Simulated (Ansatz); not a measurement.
# Electron scattering at the Σ5 (210) boundary in bcc Mo

How much does the Σ5 (210) boundary in bcc Mo reflect electrons?

Calculated with Ansatz 0.2.0; Ansatz plane-wave DFT, PBE, PAW files; relaxation of a bicrystal slab with its lowest layers held; PAW set soft_1, in the first sound run; inputs show where later runs differ.

### 1. Starting point

The cell holds 27 atoms: 27 Mo. Its edges and angles: a = 7.037 Å, b = 3.147 Å, c = 30.000 Å, α = 90.0°, β = 90.0°, γ = 90.0°. It derives from Mo. built on the (2 1 0) plane; 2 overlapping atoms removed and the grains opened by 0 Å. Vacuum lies along c.

### 2. Relaxing the bicrystal

The boundary is built by mirroring the lower grain in the boundary plane and removing any atoms that overlap. A thin bicrystal slab is relaxed first, with the lowest layers held and the upper grain free to shift and open.

Contents of input.yaml:

```yaml
crystal:
  lattice:
    - [7.0369059252, 0.0, 0.0]
    - [0.0, 3.147, 0.0]
    - [0.0, 0.0, 29.9996459975]
  atoms:
    - { symbol: Mo, position: [0.3999999999, 0.0, 0.1666686334] }
    - { symbol: Mo, position: [0.6999999999, 0.5, 0.1901252632] }
    - { symbol: Mo, position: [0.9999999999, 0.0, 0.2135818931] }
    - { symbol: Mo, position: [0.2999999999, 0.5, 0.237038523] }
    - { symbol: Mo, position: [0.6, 0.0, 0.2604951529] }
    - { symbol: Mo, position: [0.9, 0.5, 0.2839517827] }
    - { symbol: Mo, position: [0.2, 0.0, 0.3074084126] }
    - { symbol: Mo, position: [0.5, 0.5, 0.3308650425] }
    - { symbol: Mo, position: [0.8, 0.0, 0.3543216724] }
    - { symbol: Mo, position: [0.1, 0.5, 0.3777783022] }
    - { symbol: Mo, position: [0.4, 0.0, 0.4012349321] }
    - { symbol: Mo, position: [0.7, 0.5, 0.424691562] }
    - { symbol: Mo, position: [0.0, 0.0, 0.4481481919] }
    - { symbol: Mo, position: [0.4, 0.0, 0.4950614516] }
    - { symbol: Mo, position: [0.1, 0.5, 0.5185180815] }
    - { symbol: Mo, position: [0.8, 0.0, 0.5419747113] }
    - { symbol: Mo, position: [0.5, 0.5, 0.5654313412] }
    - { symbol: Mo, position: [0.2, 0.0, 0.5888879711] }
    - { symbol: Mo, position: [0.9, 0.5, 0.612344601] }
    - { symbol: Mo, position: [0.6, 0.0, 0.6358012308] }
    - { symbol: Mo, position: [0.2999999999, 0.5, 0.6592578607] }
    - { symbol: Mo, position: [0.9999999999, 0.0, 0.6827144906] }
    - { symbol: Mo, position: [0.6999999999, 0.5, 0.7061711205] }
    - { symbol: Mo, position: [0.3999999999, 0.0, 0.7296277503] }
    - { symbol: Mo, position: [0.0999999999, 0.5, 0.7530843802] }
    - { symbol: Mo, position: [0.7999999999, 0.0, 0.7765410101] }
    - { symbol: Mo, position: [0.4999999999, 0.5, 0.79999764] }
kpoints:
  mp_grid: { grid: [4, 7, 1] }
hamiltonian:
  xc: pbe
  pseudopotentials: { kind: paw, azcp: { folder: soft_1 } }
scf:
  occupations: { method: fermi_dirac, width: 0.1 }
relax:
  f_tol: 0.03
  max_steps: 80
  constraints: [{ sites: [0, 1, 2, 3, 4] }]
```

Started as:

```
> ansatz run input.yaml --threads 8 --pin off --max-ram 15360MiB --backend cpu --events-out ev --progress --plain --runs-dir out
```

Numbers of over 12 decimals in the logs are rounded to 6 here.

What it wrote:

```text
Engine: ansatz 0.2.0, x86_64-unknown-linux-gnu
Pseudopotentials: kind: paw
Pseudopotential: Mo, paw, valence charge 14, recommended cutoff 420 eV (normal), soft_1/Mo.paw.azcp
Functional definition: PBE
  parameter kappa = 0.804
  parameter beta = 0.066725
  exchange = pbe_x(kappa = kappa, mu = beta*pi^2/3)
  correlation = pbe_c(beta = beta)
Crystal: 27 atoms, lattice volume = 664.346 Å³
Basis set: ecut = 420 eV, 13009 PW (Γ), exchange–correlation on 96×48×432 points (8 copies of the dense FFT grid, shifted against one another)
Bands: 227, of which v1, the nominal top of the filled ones, is band 189 counted from 1 (188 counted from 0)
Symmetry: 2 space group operations
Space group: Pm (ITA 6), of the structure as read, at distance tolerance 8.7e-5 Å
k-points: 12 of 28 (time reversal used)
Non-local potential: Mo, projectors of the file, l = 0: 3, l = 1: 2, l = 2: 2, l = 3: 1
PAW form: soft (Blöchl's): semilocal exchange-correlation on the pseudo side does not see the compensation charge
PAW one-centre angular grid: Mo, 590 points (default); XC on 64 Gauss nodes
Initial density: superposition of atomic densities (neutral atoms: chi_scale 0, normalization atom)
Initial wavefunctions: pseudopotential atomic-orbital guess
Functional: x = pbe(κ = 0.804, μ = 0.219515), c = pbe(β = 0.066725)
SCF iter   1: F=—  HF=-133822.331642 eV  |F-HF|=—  |Δ(HF+E_count)|=         —  Δρ=8.68e-2  dr2=2.68e2  ethr=3.10e-3  ⟨swp⟩=8.2  Hψ=11918  notcnv=0
preconditioner: auto → LDOS  [metal: Δε(μ)=0.018 eV  Ē_g=4.334 eV  σ=0.100 eV  W_gap=0.05  n_scr=176 (ndim 8)  ℏωp=18.3 eV  f_vac=0.288  D(μ)=24.07/eV (n_scr^D=186)  β→1.0]
SCF iter   2: F=—  HF=-133809.399112 eV  |F-HF|=—  |Δ(HF+E_count)|=    1.29e1  Δρ=6.08e-2  dr2=1.46e2  ethr=3.10e-3  ⟨swp⟩=4.0  Hψ=7468  notcnv=0
SCF iter   3: F=—  HF=-133801.527475 eV  |F-HF|=—  |Δ(HF+E_count)|=    7.87e0  Δρ=1.12e-2  dr2=2.39e0  ethr=3.10e-3  ⟨swp⟩=3.8  Hψ=6442  notcnv=0
SCF iter   4: F=—  HF=-133801.212483 eV  |F-HF|=—  |Δ(HF+E_count)|=   3.15e-1  Δρ=4.13e-3  dr2=2.02e-1  ethr=6.33e-4  ⟨swp⟩=3.8  Hψ=5740  notcnv=0
SCF iter   5: F=—  HF=-133801.183917 eV  |F-HF|=—  |Δ(HF+E_count)|=   2.86e-2  Δρ=1.38e-3  dr2=6.92e-2  ethr=5.35e-5  ⟨swp⟩=2.7  Hψ=4990  notcnv=0
SCF iter   6: F=—  HF=-133801.184332 eV  |F-HF|=—  |Δ(HF+E_count)|=   4.15e-4  Δρ=5.28e-4  dr2=7.56e-3  ethr=1.83e-5  ⟨swp⟩=1.8  Hψ=3123  notcnv=0
SCF iter   7: F=—  HF=-133801.185816 eV  |F-HF|=—  |Δ(HF+E_count)|=   1.48e-3  Δρ=1.36e-4  dr2=3.54e-4  ethr=2.00e-6  ⟨swp⟩=2.0  Hψ=3431  notcnv=0
SCF iter   8: F=—  HF=-133801.185854 eV  |F-HF|=—  |Δ(HF+E_count)|=   3.71e-5  Δρ=7.74e-5  dr2=1.24e-4  ethr=9.37e-8  ⟨swp⟩=2.7  Hψ=4568  notcnv=0
SCF iter   9: F=-133801.185852 eV  HF=-133801.185859 eV  |F-HF|=6.73e-6  |Δ(HF+E_count)|=   5.72e-6  Δρ=2.66e-5  dr2=1.06e-5  ethr=5.95e-9  ⟨swp⟩=3.5  Hψ=10328  notcnv=0
SCF 1 converged in 9 iterations: F = -133801.185852 eV  dr2 = 1.06e-5
  greatest PAW one-centre occupation: 0.999 electrons in one spin orbital (limit 2), on the Mo atom at site 8 (counted from 0), in its partial waves of l = 0
relax step   1: F+E_penalty+E_count = -133801.18585250 eV  Δ(F+E_penalty+E_count) = +0.000e0 eV  max|allowed force component| = 1.777e0 eV/Å  Δτ_max = 0.0000 Å  (9 SCF iters, dr2 threshold 2.25e-5 eV, accepted)
Initial density: handed on by an earlier stage of this run
Initial wavefunctions: those handed on with the density
iter 1 solved again at ethr=7.86e-4 eV; its pass at ethr=3.10e-3 eV (dr2=2.97e0 eV) is discarded
SCF iter   1: F=—  HF=-133801.953461 eV  |F-HF|=—  |Δ(HF+E_count)|=         —  Δρ=1.19e-2  dr2=3.16e0  ethr=7.86e-4  ⟨swp⟩=1.8  Hψ=8939  notcnv=0
eigensolver tolerance schedule calibrated: the retry pair's looser diagonalisation under-reported the residual by θ = 0.06 (0.10/decade); ethr = c·dr2/N_el runs at the constant in force after the calibration composes with the one it found (an armed cap, an earlier calibration), c = 1.0e-1
preconditioner: auto → LDOS  [metal: Δε(μ)=0.030 eV  Ē_g=3.828 eV  σ=0.100 eV  W_gap=0.07  n_scr=176 (ndim 8)  ℏωp=18.3 eV  f_vac=0.294  D(μ)=22.92/eV (n_scr^D=176)  β→1.0]
SCF iter   2: F=—  HF=-133801.848858 eV  |F-HF|=—  |Δ(HF+E_count)|=   1.05e-1  Δρ=5.04e-3  dr2=5.40e-1  ethr=7.86e-4  ⟨swp⟩=4.8  Hψ=4876  notcnv=0  defer=1
SCF iter   3: F=—  HF=-133801.806553 eV  |F-HF|=—  |Δ(HF+E_count)|=   4.23e-2  Δρ=2.47e-3  dr2=1.17e-1  ethr=1.42e-4  ⟨swp⟩=2.8  Hψ=5113  notcnv=0
SCF iter   4: F=—  HF=-133801.791887 eV  |F-HF|=—  |Δ(HF+E_count)|=   1.47e-2  Δρ=4.63e-4  dr2=3.05e-3  ethr=3.07e-5  ⟨swp⟩=2.6  Hψ=4196  notcnv=0
SCF iter   5: F=—  HF=-133801.792840 eV  |F-HF|=—  |Δ(HF+E_count)|=   9.53e-4  Δρ=1.38e-4  dr2=3.31e-4  ethr=8.04e-7  ⟨swp⟩=2.9  Hψ=4992  notcnv=0
SCF iter   6: F=-133801.792869 eV  HF=-133801.792884 eV  |F-HF|=1.48e-5  |Δ(HF+E_count)|=   4.38e-5  Δρ=5.36e-5  dr2=3.99e-5  ethr=2.63e-8  ⟨swp⟩=3.2  Hψ=10308  notcnv=0
SCF 2 converged in 6 iterations: F = -133801.792869 eV  dr2 = 3.99e-5
  greatest PAW one-centre occupation: 0.999 electrons in one spin orbital (limit 2), on the Mo atom at site 23 (counted from 0), in its partial waves of l = 0
relax step   2: F+E_penalty+E_count = -133801.79286878 eV  Δ(F+E_penalty+E_count) = -6.070e-1 eV  max|allowed force component| = 8.648e-1 eV/Å  Δτ_max = 0.1949 Å  (6 SCF iters, dr2 threshold 1.00e-4 eV, accepted)
SCF iter   1: F=—  HF=-133802.564076 eV  |F-HF|=—  |Δ(HF+E_count)|=         —  Δρ=2.13e-2  dr2=2.40e1  ethr=3.10e-3  ⟨swp⟩=5.5  Hψ=6877  notcnv=0
preconditioner: auto → LDOS  [metal: Δε(μ)=0.010 eV  Ē_g=3.862 eV  σ=0.100 eV  W_gap=0.02  n_scr=176 (ndim 8)  ℏωp=18.3 eV  f_vac=0.300  D(μ)=23.37/eV (n_scr^D=186)  β→1.0]
SCF iter   2: F=—  HF=-133802.158731 eV  |F-HF|=—  |Δ(HF+E_count)|=   4.05e-1  Δρ=6.69e-3  dr2=7.01e-1  ethr=3.10e-3  ⟨swp⟩=2.0  Hψ=3425  notcnv=0
SCF iter   3: F=—  HF=-133802.099248 eV  |F-HF|=—  |Δ(HF+E_count)|=   5.95e-2  Δρ=4.61e-3  dr2=2.80e-1  ethr=1.86e-4  ⟨swp⟩=3.6  Hψ=5533  notcnv=0
SCF iter   4: F=—  HF=-133802.053117 eV  |F-HF|=—  |Δ(HF+E_count)|=   4.61e-2  Δρ=1.57e-3  dr2=3.00e-2  ethr=7.42e-5  ⟨swp⟩=2.0  Hψ=4003  notcnv=0
SCF iter   5: F=—  HF=-133802.047880 eV  |F-HF|=—  |Δ(HF+E_count)|=   5.24e-3  Δρ=3.98e-4  dr2=2.42e-3  ethr=7.94e-6  ⟨swp⟩=2.0  Hψ=4708  notcnv=0
SCF iter   6: F=—  HF=-133802.047598 eV  |F-HF|=—  |Δ(HF+E_count)|=   2.82e-4  Δρ=9.93e-5  dr2=1.44e-4  ethr=6.40e-7  ⟨swp⟩=2.1  Hψ=3915  notcnv=0
SCF iter   7: F=-133802.047585 eV  HF=-133802.047591 eV  |F-HF|=6.32e-6  |Δ(HF+E_count)|=   7.04e-6  Δρ=2.57e-5  dr2=1.17e-5  ethr=1.24e-8  ⟨swp⟩=2.9  Hψ=11033  notcnv=0
SCF 3 converged in 7 iterations: F = -133802.047585 eV  dr2 = 1.17e-5
relax step   3: F+E_penalty+E_count = -133802.04758512 eV  Δ(F+E_penalty+E_count) = -2.547e-1 eV  max|allowed force component| = 4.272e-1 eV/Å  Δτ_max = 0.2000 Å  (7 SCF iters, dr2 threshold 4.67e-5 eV, accepted)
[...]
relax step   4: F+E_penalty+E_count = -133802.12724955 eV  Δ(F+E_penalty+E_count) = -7.966e-2 eV  max|allowed force component| = 1.395e-1 eV/Å  Δτ_max = 0.1905 Å  (7 SCF iters, dr2 threshold 4.32e-5 eV, accepted)
[...]
relax step   5: F+E_penalty+E_count = -133802.11860332 eV  Δ(F+E_penalty+E_count) = +8.646e-3 eV  max|allowed force component| = 2.924e-1 eV/Å  Δτ_max = 0.1060 Å  (7 SCF iters, dr2 threshold 2.07e-6 eV, rejected (line search))
[...]
relax step   6: F+E_penalty+E_count = -133802.13634829 eV  Δ(F+E_penalty+E_count) = -9.099e-3 eV  max|allowed force component| = 1.332e-1 eV/Å  Δτ_max = 0.0530 Å  (8 SCF iters, accepted)
[...]
relax step   7: F+E_penalty+E_count = -133802.14183771 eV  Δ(F+E_penalty+E_count) = -5.489e-3 eV  max|allowed force component| = 6.809e-2 eV/Å  Δτ_max = 0.0386 Å  (7 SCF iters, dr2 threshold 1.89e-6 eV, accepted)
[...]
relax step   8: F+E_penalty+E_count = -133802.14292734 eV  Δ(F+E_penalty+E_count) = -1.090e-3 eV  max|allowed force component| = 2.243e-2 eV/Å  Δτ_max = 0.0242 Å  (6 SCF iters, dr2 threshold 1.21e-6 eV, accepted)
iter 1 solved again at ethr=1.43e-10 eV; its pass at ethr=3.10e-3 eV (dr2=5.40e-7 eV) is discarded
SCF iter   1: F=—  HF=-133802.142889 eV  |F-HF|=—  |Δ(HF+E_count)|=         —  Δρ=6.47e-6  dr2=5.40e-7  ethr=1.43e-10  ⟨swp⟩=2.7  Hψ=6596  notcnv=0
preconditioner: auto → LDOS  [metal: Δε(μ)=0.026 eV  Ē_g=3.884 eV  σ=0.100 eV  W_gap=0.07  n_scr=176 (ndim 8)  ℏωp=18.3 eV  f_vac=0.306  D(μ)=22.85/eV (n_scr^D=176)  β→1.0]
SCF iter   2: F=—  HF=-133802.142928 eV  |F-HF|=—  |Δ(HF+E_count)|=   3.93e-5  Δρ=7.30e-6  dr2=8.43e-7  ethr=1.43e-10  ⟨swp⟩=2.5  Hψ=5333  notcnv=0
SCF iter   3: F=-133802.142928 eV  HF=-133802.142928 eV  |F-HF|=3.09e-8  |Δ(HF+E_count)|=   8.56e-8  Δρ=1.84e-6  dr2=4.94e-8  ethr=2.65e-11  ⟨swp⟩=3.0  Hψ=10597  notcnv=0
SCF 9 converged in 3 iterations: F = -133802.142928 eV  dr2 = 4.94e-8
relax step   9: F+E_penalty+E_count = -133802.14292768 eV  Δ(F+E_penalty+E_count) = -3.420e-7 eV  max|allowed force component| = 2.242e-2 eV/Å  Δτ_max = 0.0000 Å  (3 SCF iters, accepted)
SCF converged after 3 iterations
Free energy (F): -133802.142928 eV
Harris-Foulkes:  -133802.142928 eV  (|F-HF|=3.09e-8)
Internal energy: -133801.378469 eV  (E = F + TS)
E sigma→0 (E₀):  -133801.760698 eV
Entropy (-TS):   -0.764458 eV (-28.313 meV/atom)
Fermi energy:    11.893974 eV
--- Per-component energies (eV) ---
  E_band       = -4887.729845
  E_kinetic    = 11379.952475
  E_local      = -376323.067736  (includes V_loc(G=0)·N_el)
  E_nonlocal   = 4014.771739
  E_hartree    = 183136.067972
  E_xc         = -4744.048892
  E_vxc        = -5912.916157  (∫ρ·V_xc dr)
  E_paw        = -86722.438304  (= ΣΔE_a)
  E_vpaw       = -4318.609294  (= ΣTr[D̂ρ^β])
  E_aug_tail   = 0.001314  (compensation charges beyond the density's cutoff)
  E_ewald      = 135457.382963
  E_smearing   = -0.764458  (= −TS)
  E_closure    = -0.000000  (closes the sum)
  Σ components = -133802.142928   (vs F -133802.142928, Δ=0.00e0)
--- Forces (eV/Å), atoms counted from 1 ---
  atom   1  Mo     0.73953035     0.00000000     1.68277443
  atom   2  Mo    -0.88862680     0.00000000     0.19024138
  atom   3  Mo    -0.04516851     0.00000000    -0.29633148
  atom   4  Mo     0.06217833     0.00000000    -1.07970946
  atom   5  Mo     0.13906673     0.00000000    -0.49749981
  atom   6  Mo     0.00738291     0.00000000     0.00796625
  atom   7  Mo    -0.00260464     0.00000000     0.00516733
  atom   8  Mo     0.00557667     0.00000000    -0.00700633
  atom   9  Mo    -0.00766558     0.00000000    -0.01648938
  atom  10  Mo     0.01132152     0.00000000     0.01074667
  atom  11  Mo     0.00462827     0.00000000     0.00866527
  atom  12  Mo     0.00853150     0.00000000    -0.02242101
  atom  13  Mo     0.01410157     0.00000000     0.00613301
  atom  14  Mo    -0.01018288     0.00000000     0.01592293
  atom  15  Mo    -0.00733989     0.00000000     0.00533723
  atom  16  Mo    -0.01683710     0.00000000    -0.00496921
  atom  17  Mo    -0.01859875     0.00000000    -0.02203394
  atom  18  Mo    -0.00759931     0.00000000     0.01251053
  atom  19  Mo    -0.00122588     0.00000000    -0.01211427
  atom  20  Mo     0.00532865     0.00000000    -0.00005533
  atom  21  Mo    -0.00015396     0.00000000     0.00809314
  atom  22  Mo     0.01289259     0.00000000     0.01019531
  atom  23  Mo     0.00772818     0.00000000    -0.01616197
  atom  24  Mo    -0.00026928     0.00000000     0.00914045
  atom  25  Mo     0.00639241     0.00000000    -0.00314329
  atom  26  Mo    -0.00639256     0.00000000     0.00367678
  atom  27  Mo    -0.01198562     0.00000000     0.00136971
  max |Σ_I F_I| component: 8.92e-6 eV/Å
--- Relaxed structure (9 steps of the walk, 8 accepted, 0 SCFs on fresh bases) ---
  F+E_penalty+E_count = -133802.14292768 eV   max|allowed force component| = 2.242e-2 eV/Å
  atoms:
    - { symbol: Mo, position: [0.3999999999, 0.0, 0.166669] }
    - { symbol: Mo, position: [0.700000, 0.500000, 0.190125] }
    - { symbol: Mo, position: [1.000000, 0.0, 0.213582] }
    - { symbol: Mo, position: [0.300000, 0.500000, 0.237039] }
    - { symbol: Mo, position: [0.6, 0.0, 0.260495] }
    - { symbol: Mo, position: [0.898944, 0.500000, 0.282748] }
    - { symbol: Mo, position: [0.199940, 0.0, 0.306964] }
    - { symbol: Mo, position: [0.502396, 0.500000, 0.332077] }
    - { symbol: Mo, position: [0.795189, 0.0, 0.355795] }
    - { symbol: Mo, position: [0.098071, 0.500000, 0.374621] }
    - { symbol: Mo, position: [0.406469, 0.0, 0.401883] }
    - { symbol: Mo, position: [0.705566, 0.500000, 0.433646] }
    - { symbol: Mo, position: [0.028510, 0.0, 0.442441] }
    - { symbol: Mo, position: [0.397911, 0.0, 0.485321] }
    - { symbol: Mo, position: [0.080701, 0.500000, 0.509987] }
    - { symbol: Mo, position: [0.777436, 0.0, 0.528145] }
    - { symbol: Mo, position: [0.486403, 0.500000, 0.553461] }
    - { symbol: Mo, position: [0.180444, 0.0, 0.578816] }
    - { symbol: Mo, position: [0.881713, 0.500000, 0.600958] }
    - { symbol: Mo, position: [0.583231, 0.0, 0.624301] }
    - { symbol: Mo, position: [0.285406, 0.500000, 0.648205] }
    - { symbol: Mo, position: [0.984213, 0.0, 0.672764] }
    - { symbol: Mo, position: [0.685289, 0.500000, 0.694577] }
    - { symbol: Mo, position: [0.381307, 0.0, 0.720304] }
    - { symbol: Mo, position: [0.076575, 0.500000, 0.742157] }
    - { symbol: Mo, position: [0.777293, 0.0, 0.764755] }
    - { symbol: Mo, position: [0.497869, 0.500000, 0.783162] }
```

Wall time 6.5 min (8 threads of Intel Xeon at 2.50GHz (Skylake/Cascade Lake), shared host); peak memory 5.3 GiB.

The steps of the relaxation:

| step | energy less that of the first step (eV) | largest force component (eV/Å) |
| --- | --- | --- |
| 1 | 0.0000 | 1.7767 |
| 2 | -0.6070 | 0.8648 |
| 3 | -0.8617 | 0.4272 |
| 4 | -0.9414 | 0.1395 |
| 5 | -0.9328 | 0.2924 |
| 6 | -0.9505 | 0.1332 |
| 7 | -0.9560 | 0.0681 |
| 8 | -0.9571 | 0.0224 |
| 9 | -0.9571 | 0.0224 |

Relaxation step 5 was tried and not accepted.

The run keeps the 2 symmetry operations that it works with, so distortions that break them were not tested.

The atoms that moved most (Å):

```csv
atom,dx,dy,dz,length
Mo27,-0.015,0.000,-0.505,0.505
Mo16,-0.159,0.000,-0.415,0.444
Mo26,-0.160,0.000,-0.354,0.388
Mo17,-0.096,0.000,-0.359,0.372
Mo25,-0.165,0.000,-0.328,0.367
Mo19,-0.129,0.000,-0.342,0.365
Mo20,-0.118,0.000,-0.345,0.365
Mo23,-0.104,0.000,-0.348,0.363
```

Numbers from this step:

- free energy: -133802.1429 eV
- energy at zero smearing: -133801.7607 eV
- Fermi energy: 11.89 eV

The largest force component on a free atom ends at 0.022 eV/Å, under the tolerance of 0.03, after 9 steps.

(Part 1 of 3 ends here.)

[Logs are printed without paths, hosts, clocks, repeated set-up lines and the standing remarks that a program may print on its own settings, such as how far it seeks lower states.]

[Hosts, paths, dates, database ids (printed as entryN), source tags and the programs' standing remarks are cut or masked in the printed files.]
